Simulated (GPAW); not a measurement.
# Quasiparticle gap of RbCaH3 (Pm-3m) in GPAW, part 2 of 2

How does a plane-wave GW calculation on RbCaH3 (Pm-3m) run from the first input to the gap?

GPAW 26.7.0; LDA and many-body steps on it, plane waves. Known limits of the many-body steps: not at the basis limit; no spin-orbit coupling.

So far. Step 2 (Ground state): The gap is direct, at (0.500, 0.500, 0.000). Step 3 (Empty states on the mesh, 4×4×4 mesh, 326 bands): On this mesh the gap is 2.949 eV.

### 4. Screening and self-energy, 4×4×4 mesh, 147 bands, screening to 78 eV

Now the one-shot GW correction: screening in the RPA, then the self-energy of the levels asked for.

This step: G0W0 on LDA, plane waves, PAW.

The input, run.py:

```python
import json
import numpy as np
from gpaw.mpi import world
from gpaw.response.g0w0 import G0W0

gw = G0W0('full.gpw',
    filename='gw',
    kpts=[0, 7],
    bands=(9, 13),
    ecut=78,
    nbands=147,
    integrate_gamma='WS',
    ppa=True)
gw.calculate()
res = {mode: {k: v for k, v in r.items() if k != 'sigma_eskwn'}
       for mode, r in gw.all_results.items()}

if world.rank == 0:
    with open('result.json', 'w') as f:
        json.dump(res, f, default=lambda x: x.tolist())
```

On the command line:

```sh
mpirun -n 4 gpaw python run.py
```

Numbers of over 12 decimals in the logs are rounded to 6 here.

Output:

```text
Using integrator: PointIntegrator
FrequencyGridDescriptor(from 0.000+0.000j to 0.000+27.211j eV, 2 points)
Nonperiodic BCs:  [False False False]
Using integrator: PointIntegrator
FrequencyGridDescriptor(from 0.000+0.000j to 0.000+27.211j eV, 2 points)
Nonperiodic BCs:  [False False False]
  ___  _ _ _
 |   || | | |
 | | || | | |
 |__ ||_____|
 |___|

BZ k-points: Symmetries present (total): 48

  [... matrices ...]
64 k-points: 4 x 4 x 4 Monkhorst-Pack grid + [1/8,1/8,1/8]
10 k-points in the irreducible part of the Brillouin zone
       k-points in crystal coordinates                weights
   0:     0.00000000    0.00000000    0.00000000          1/64
   1:     0.25000000    0.00000000    0.00000000          6/64
   2:     0.25000000    0.25000000    0.00000000         12/64
   3:     0.25000000    0.25000000    0.25000000          8/64
   4:     0.50000000    0.00000000    0.00000000          3/64
   5:     0.50000000    0.25000000    0.00000000         12/64
   6:     0.50000000    0.25000000    0.25000000         12/64
   7:     0.50000000    0.50000000    0.00000000          3/64
   8:     0.50000000    0.50000000    0.25000000          6/64
   9:     0.50000000    0.50000000    0.50000000          1/64

Distributing spins, k-points and bands (1 x 2 x 4) over 4 processes
Number of blocks: 1

Quasi particle states:
k-points (IBZ indices): [0, 7]
Band range: (9, 13)
  [... matrices ...]
Computational parameters:
Plane wave cut-off: 78 eV
Number of bands: 147
Coulomb cutoff: None
Broadening: 0.1 eV

fxc modes: GW
Kernel: RPA
Using Godby-Needs plasmon-pole approximation:
  Fitting energy: i*E0, E0 = 1.000 Hartree
Summing all q:

Calculating screened Coulomb potential
No Coulomb truncation
FrequencyGridDescriptor(from 0.000+0.000j to 0.000+27.211j eV, 2 points)
Removing empty qpoint cache files...

Calculating chi0 body with:
    Ground state adapter containing:
    Number of spins: 1
    Number of kpoints: 64
    Number of irreducible kpoints: 10
    Number of completely occupied states: 11
    Number of partially occupied states: 11
    Occupied states memory: 3.303726 M / cpu

    Linear response parametrization:
    q_c: [0.0, 0.0, 0.0]
    Number of frequency points: 2
    Planewave cutoff: 78.0
    Number of bands: 147
    Number of planewaves: 147
    Broadening (eta): 1e-06
    comm.size: 4
    kncomm.size: 4
    blockcomm.size: 1

    Memory estimate of potentially large arrays:
        chi0_wGG: 0.659454 M / cpu
Integrating chi0 body.

Symmetries of q_c:
    Direct symmetries (Uq -> q): 48
    Indirect symmetries (TUq -> q): 0
In total 48 allowed symmetries.

  [... matrices ...]
10 groups of equivalent kpoints. 84.375% reduction.

Integral kind: response function
Integrating chi0 head and wings.

Symmetries of q_c:
    Direct symmetries (Uq -> q): 48
    Indirect symmetries (TUq -> q): 0
In total 48 allowed symmetries.

  [... matrices ...]
10 groups of equivalent kpoints. 84.375% reduction.

Integral kind: response function wings

Calculating chi0 body with:
    Ground state adapter containing:
    Number of spins: 1
    Number of kpoints: 64
    Number of irreducible kpoints: 10
    Number of completely occupied states: 11
    Number of partially occupied states: 11
    Occupied states memory: 3.303726 M / cpu

[... the further q-points ...]

Results:
f:      Occupation numbers
eps:     KS-eigenvalues [eV]
vxc:     KS vxc [eV]
exx:     Exact exchange [eV]
sigma:   Self-energies [eV]
dsigma:  Self-energy derivatives
Z:       Renormalization factors
qp:      QP-energies [eV]

k-point 0 (0): (0.000, 0.000, 0.000)                GW
band       f     eps     vxc     exx   sigma  dsigma       Z      qp
                                                                   GW
   9   1.000  -0.024 -10.814 -14.186   1.745  -0.277   0.783  -1.298
  10   1.000  -0.024 -10.814 -14.186   1.745  -0.277   0.783  -1.298
  11   0.000   6.217 -14.416  -6.720  -4.519  -0.251   0.800   8.757
  12   0.000   6.217 -14.416  -6.720  -4.519  -0.251   0.800   8.757

k-point 1 (7): (0.500, 0.500, 0.000)                GW
band       f     eps     vxc     exx   sigma  dsigma       Z      qp
                                                                   GW
   9   1.000   0.318 -11.053 -14.636   1.747  -0.266   0.790  -1.132
  10   1.000   0.318 -11.053 -14.636   1.747  -0.266   0.790  -1.132
  11   0.000   3.268  -9.274  -4.402  -3.350  -0.195   0.837   4.541
  12   0.000   5.164 -11.934  -5.466  -4.007  -0.230   0.813   7.164
```

Run time: 71 s. Hardware: 4 MPI ranks of Arm Neoverse V1, shared host; peak memory 1.4 GiB.

Numbers from this step:

```
G0W0 gap on the points computed              : 5.673 eV
least direct G0W0 gap on the computed points : 5.673 eV
Z at the valence top                         : 0.7901
Z at the conduction bottom                   : 0.8366
starting gap on the mesh                     : 2.949 eV
k of the valence top                         : 0.5, 0.5, 0
k of the conduction bottom                   : 0.5, 0.5, 0
```

The gap on the mesh goes from 2.95 eV to 5.67 eV, a correction of +2.72 eV.

Limits: finite bands, cutoff and mesh; no spin-orbit coupling. v1 is the top filled band, c1 the lowest empty one. Levels before and after the correction, in eV, zero at the valence-band top of each column:

```csv
,conduction bottom,valence top
Kohn-Sham,2.95,0.00
G0W0,5.67,0.00
```

```csv
,level,energy (eV)
Kohn-Sham,(0.5 0.5 0) v2-v1,0.000
Kohn-Sham,(0.5 0.5 0) c1,2.949
Kohn-Sham,(0.5 0.5 0) c2,4.845
G0W0,(0.5 0.5 0) v2-v1,0.000
G0W0,(0.5 0.5 0) c1,5.673
G0W0,(0.5 0.5 0) c2,8.296
```

### 5. Where the time went

Times are wall times on 4 MPI ranks of Arm Neoverse V1, shared host, good to a factor of about two.

```csv
step,time,share,memory (GiB)
ground state,11 s,6 %,0.7
empty states on the mesh,93 s,53 %,3.8
screening and self-energy,71 s,40 %,1.4
```

### 6. Outcome

| Item | Value |
| --- | --- |
| LDA gap | 2.95 eV, direct |
| G0W0 gap on the mesh | 5.67 eV |
| GW settings | 4×4×4 mesh, 147 bands, screening to 78 eV, Godby-Needs plasmon pole |
| known limits | not at the basis limit; no spin-orbit coupling |

What this shows: G0W0 moves the gap on the mesh from 2.95 eV to 5.67 eV (+2.72 eV), with Z of 0.79 and 0.84 at the edges. Only 2 of the mesh's irreducible points were corrected, so a valley elsewhere could overtake. Bands and cutoff are finite, so the gap is not at the basis limit. The miss can reach some tenths of an eV and take either sign; the mesh is an error of its own. These stock PAW sets were not made for GW. In the G0W0 run levels were corrected at 2 k points alone, so a gap called «on the mesh» is the least over those, and an edge elsewhere would be missed. This is the ideal cubic cell; many perovskites, halides above all, are cubic only on average, and local tilts or off-centring can widen the gap. The many-body steps are scalar-relativistic: spin-orbit coupling is not in them.

[Paths, hosts, dates, memory and timing lines, banners, echoed tables and standing remarks are left out of the program output.]

[Logs are printed without paths, hosts, clocks, repeated set-up lines and the standing remarks that a program may print on its own settings, such as how far it seeks lower states.]

[Runs of the session that timed out or met a known fault of the program may be left out.]

[Hosts, paths, dates, database ids (printed as entryN), source tags and the programs' standing remarks are cut or masked in the printed files.]
